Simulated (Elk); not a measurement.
# KMnS2: a ladder in the basis cutoff, part 2 of 2

Aim: see how far moments and order energies of KMnS2 move with the basis cutoff, and what each rung costs.

Elk 11.2.3 (patched build); PBE with U = 3.20 eV on Mn d; all-electron APW+lo, Dirac cores, scalar-relativistic bands.

So far, largest spin moment in the muffin-tin sphere (μB): step 2 (rung 1 (rgkmax 4.5), start ferro +) 3.89; step 3 (rgkmax 5.5, gmaxvr 12 1/bohr) 3.99.

The structure was built from a prototype and need not be the compound's stable phase.

**4. Rung 3 (rgkmax 6.5), start ferro +**

elk.in

```
tasks
  0

xctype
  20

rgkmax
  6.5

nempty
  5

swidth
  0.005

reducebf
  0.6

epsengy
  1e-05

maxscl
  100

lmaxi
  3

mixtype
  1

beta0
  0.1

gmaxvr
  12.0

spinpol
  .true.

sppath
  './'

avec
  -3.62266167269 3.62266167269 12.66285633987
  3.62266167269 -3.62266167269 12.66285633987
  3.62266167269 3.62266167269 -12.66285633987

atoms
  3
  'K.in'
  1
  0.0000000000 0.0000000000 0.0000000000   0.000000 0.000000 0.000000
  'Mn.in'
  1
  0.2500000000 0.7500000000 0.5000000000   0.000000 0.000000 -0.675000
  'S.in'
  2
  0.6525790000 0.6525790000 0.0000000000   0.000000 0.000000 0.000000
  0.3474210000 0.3474210000 0.0000000000   0.000000 0.000000 0.000000

ngridk
  8 8 8

dft+u
  1 1
  2 2 0.117598 0.000000
```

The run is started by

```console
$ OMP_NUM_THREADS=4 elk
```

Numbers of over 12 decimals in the logs are rounded to 6 here.

The log of the run:

```text
Warning(init1): few empty states an atom for a second variation :    5.000000000
 they are its basis, with spin, DFT+U, afieldc (12 by default), in Hartree-Fock and RDMFT; 30 and more for pressures
Warning(gndstate): core states of species 3 leak from the muffin-tin :   0.1641315461E-03
Warning(gndstate): forces or DFT+U at lmaxo under 8 : 6
  [figures from our tests cut]: type lmaxo 8 and lmaxapw 10

--- INFO.OUT ---
┌─────────────────────────┐
│ Elk code version 11.2.3 │
└─────────────────────────┘

[...]
Moments :
 interstitial                :   0.2587080497
 muffin-tins
  species : 1 (K)
   atom 1                    :   0.4477351930E-02
  species : 2 (Mn)
   atom 1                    :    4.014139159
  species : 3 (S)
   atom 1                    :  -0.1374884147
   atom 2                    :  -0.1374884147
 total in muffin-tins        :    3.743639681
 total moment                :    4.002347731

┌──────────────────────────────┐
│ Self-consistent loop stopped │
└──────────────────────────────┘

Warning : core states of species 3 leak from the muffin-tin :   0.1641315461E-03

Warning : forces or DFT+U at lmaxo under 8 : 6

Wrote STATE.OUT

[key lines of the parts left out:]
total energy                :     -2559.2075623791
```

Run time: 6.5 min. Hardware: 4 threads of Arm Neoverse V1, shared host; peak memory 0.39 GiB.

Numbers from this step:

- magnetization: 4.002 μB
- final state: ferromagnetic
- largest moment: 4.014 μB

The largest moment moves by +0.02 μB from rung 2, at 1.2 times its CPU time.

**5. Rung 4 (rgkmax 7.5), start ferro +**

Changes to elk.in since step 4:

```diff
@@ -7,3 +7,3 @@
 rgkmax
-  6.5
+  7.5
 
@@ -34,3 +34,3 @@
 gmaxvr
-  12.0
+  14.0
```

The run is started by

```console
$ OMP_NUM_THREADS=4 elk
```

The log of the run:

```text
Warning(init1): few empty states an atom for a second variation :    5.000000000
 they are its basis, with spin, DFT+U, afieldc (12 by default), in Hartree-Fock and RDMFT; 30 and more for pressures
Warning(gndstate): core states of species 3 leak from the muffin-tin :   0.1643327454E-03
Warning(gndstate): forces or DFT+U at lmaxo under 8 : 6
  [figures from our tests cut]: type lmaxo 8 and lmaxapw 10

--- INFO.OUT ---
┌─────────────────────────┐
│ Elk code version 11.2.3 │
└─────────────────────────┘

[...]
Moments :
 interstitial                :   0.2493414190
 muffin-tins
  species : 1 (K)
   atom 1                    :   0.4572638688E-02
  species : 2 (Mn)
   atom 1                    :    4.023511220
  species : 3 (S)
   atom 1                    :  -0.1374815965
   atom 2                    :  -0.1374815965
 total in muffin-tins        :    3.753120666
 total moment                :    4.002462085

┌──────────────────────────────┐
│ Self-consistent loop stopped │
└──────────────────────────────┘

Warning : core states of species 3 leak from the muffin-tin :   0.1643327454E-03

Warning : forces or DFT+U at lmaxo under 8 : 6

Wrote STATE.OUT

[key lines of the parts left out:]
total energy                :     -2559.2240888860
```

Run time: 9 min. Hardware: 4 threads; peak memory 0.43 GiB; 35 min of CPU time.

Read from the output:

* magnetization: 4.002 μB
* final state: ferromagnetic
* largest moment: 4.024 μB

The largest moment moves by +0.01 μB from rung 3, at 1.4 times its CPU time.

**6. Rung 5 (rgkmax 8.5), start ferro +**

Changes to elk.in since step 5:

```diff
@@ -7,3 +7,3 @@
 rgkmax
-  7.5
+  8.5
 
@@ -34,3 +34,3 @@
 gmaxvr
-  14.0
+  16.0
```

The run is started by

```console
$ OMP_NUM_THREADS=4 elk
```

The log of the run:

```text
Warning(init1): few empty states an atom for a second variation :    5.000000000
 they are its basis, with spin, DFT+U, afieldc (12 by default), in Hartree-Fock and RDMFT; 30 and more for pressures
Warning(gndstate): core states of species 3 leak from the muffin-tin :   0.1643907680E-03
Warning(gndstate): forces or DFT+U at lmaxo under 8 : 6
  [figures from our tests cut]: type lmaxo 8 and lmaxapw 10

--- INFO.OUT ---
┌─────────────────────────┐
│ Elk code version 11.2.3 │
└─────────────────────────┘

[...]
Moments :
 interstitial                :   0.2461096652
 muffin-tins
  species : 1 (K)
   atom 1                    :   0.4598388454E-02
  species : 2 (Mn)
   atom 1                    :    4.026684792
  species : 3 (S)
   atom 1                    :  -0.1374557825
   atom 2                    :  -0.1374557825
 total in muffin-tins        :    3.756371615
 total moment                :    4.002481280

┌──────────────────────────────┐
│ Self-consistent loop stopped │
└──────────────────────────────┘

Warning : core states of species 3 leak from the muffin-tin :   0.1643907680E-03

Warning : forces or DFT+U at lmaxo under 8 : 6

Wrote STATE.OUT

[key lines of the parts left out:]
total energy                :     -2559.2277032092
```

Elapsed: 11 min, on 4 threads; peak memory 0.48 GiB; 41 min of CPU time.

Numbers from this step:

```yaml
magnetization: 4.002 μB
final_state: ferromagnetic
largest_moment: 4.027 μB
```

The largest moment is that of rung 4, at 1.2 times its CPU time.

**7. Another try**

A slip in the input shows what the program catches and what it lets pass.

elk.in

```
tasks
  0

xctype
  20

rgkmax
  high

nempty
  5

swidth
  0.005

reducebf
  0.6

epsengy
  1e-05

maxscl
  100

lmaxi
  3

mixtype
  1

beta0
  0.1

spinpol
  .true.

sppath
  './'

avec
  -3.62266167269 3.62266167269 12.66285633987
  3.62266167269 -3.62266167269 12.66285633987
  3.62266167269 3.62266167269 -12.66285633987

atoms
  3
  'K.in'
  1
  0.0000000000 0.0000000000 0.0000000000   0.000000 0.000000 0.000000
  'Mn.in'
  1
  0.2500000000 0.7500000000 0.5000000000   0.000000 0.000000 -0.675000
  'S.in'
  2
  0.6525790000 0.6525790000 0.0000000000   0.000000 0.000000 0.000000
  0.3474210000 0.3474210000 0.0000000000   0.000000 0.000000 0.000000

ngridk
  8 8 8

dft+u
  1 1
  2 2 0.117598 0.000000
```

The run is started by

```console
$ OMP_NUM_THREADS=4 elk
```

The log of the run:

```text
┌─────────────────────────────────┐
│ Elk code version 11.2.3 started │
└─────────────────────────────────┘

Error(readinput): error reading from elk.in
Problem occurred in 'rgkmax' block
Check input convention in manual
```

Elapsed: 0.01 s, on 4 threads; peak memory 0.05 GiB.

The program refused the input before any cycle.

The program's message: “Error(readinput): error reading from elk.in”

The fault put into the input: a word for a number.

The value must be typed in digits.

**8. The rungs together**

Ladder, by row:

| rung | rgkmax | state from the first start | moment, first (μB) | CPU time (s) |
| --- | --- | --- | --- | --- |
| 1 | 4.5 | ferromagnetic | 3.894 | 1175 |
| 2 | 5.5 | ferromagnetic | 3.99 | 1244 |
| 3 | 6.5 | ferromagnetic | 4.014 | 1513 |
| 4 | 7.5 | ferromagnetic | 4.024 | 2077 |
| 5 | 8.5 | ferromagnetic | 4.027 | 2468 |

**9. Results**

| Property | Result |
| --- | --- |
| range of the moment in the table, first start | 3.89 to 4.03 μB |
| range of CPU time | 20 min to 41 min |
| first rung from which all stay within 0.03 μB of the last | 3 |

What this shows: From rung 3 on the result stays within 0.013 μB of the last rung, inside the margin of 0.03 μB set for it, at 61 % of the last rung's cost. Only the parallel start was run, so no other order was compared. With a GGA and lmaxo under 10 this build's totals carry angular errors that reach some ten meV an atom in oxides, so smaller differences are in doubt.

[Logs and program files are shortened in this print: banners, set-up blocks, solver, clock and traceback lines can be left out without a mark of their own.]

[Logs are printed without paths, hosts, clocks, repeated set-up lines and the standing remarks that a program may print on its own settings, such as how far it seeks lower states.]

[Hosts, paths, dates, database ids (printed as entryN), source tags and the programs' standing remarks are cut or masked in the printed files.]

[Where a cell is said to come from a database of computed structures, the database is the Materials Project.]
